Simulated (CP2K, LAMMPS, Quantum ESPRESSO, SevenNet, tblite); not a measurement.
# Bulk modulus two ways: glassy 67P2O5-33MgO (mol %) (80 atoms), QE, PBE

The cell holds 80 atoms (20 P, 5 Mg and 55 O). Recipe: 80 atoms (20 P, 5 Mg, 55 O) placed at random at 2.73 g/cm³, melted at 4000 K for 10 ps at fixed volume with the Morse and Coulomb pair potential with partial charges (Pedone, Malavasi, Menziani, Cormack and Segre, J. Phys. Chem. B 110, 11780 (2006)). Quenched from 4000 K to 300 K at 25 K/ps and fixed volume, held 5 ps. Then the atoms were relaxed with SevenNet 0 in the fixed cell.

Calculated with Quantum ESPRESSO 7.5: PBE; plane waves, SSSP efficiency, 60/480 Ry; k-points Γ. The cell is scaled evenly by ±3 % in volume, and SevenNet 0 relaxes the atoms at each volume before the single point.

| volume (Å³/atom) | energy less the middle row's (meV/atom) | pressure (GPa) |
| --- | --- | --- |
| 11.950 | 8.040 | 5.141 |
| 12.320 | 0.000 | 3.802 |
| 12.689 | -5.504 | 2.619 |

Task: Find the bulk modulus at the middle volume from the pressures and from the energies, and check the printed pressure against the slope of the energy (1 meV/Å³ = 0.16022 GPa).

Worked:

The step is h = 0.3696 Å³. From pressures: B = −V dP/dV = 12.320 × (5.141 − (2.619)) / (2 × 0.3696) = 42.0 GPa.

From energies: B = V d²E/dV² = 12.320 × (8.040 + (-5.504)) / 0.3696² = 228.7 meV/Å³ = 36.6 GPa.

Slope: P = −dE/dV = −(-5.504 − (8.040)) / (2 × 0.3696) = 18.3 meV/Å³ = 2.94 GPa, against 3.80 GPa printed.

The modulus from energies lies 13 % under that from pressures.

A central difference over ±3 % overstates P by about B(1 + B′)(0.03)²/6, some 0.03 GPa for B′ = 4, which is small against the gap found. The atoms follow SevenNet 0, so this level's forces do work along the path, which enters the energies but not the printed pressures.

Limits: three points, a static cell at zero temperature, the cell shape held; the modulus is that at 3.8 GPa, not at zero pressure.

[Hosts, paths, dates, database ids (printed as entryN), source tags and the programs' standing remarks are cut or masked in the printed files.]
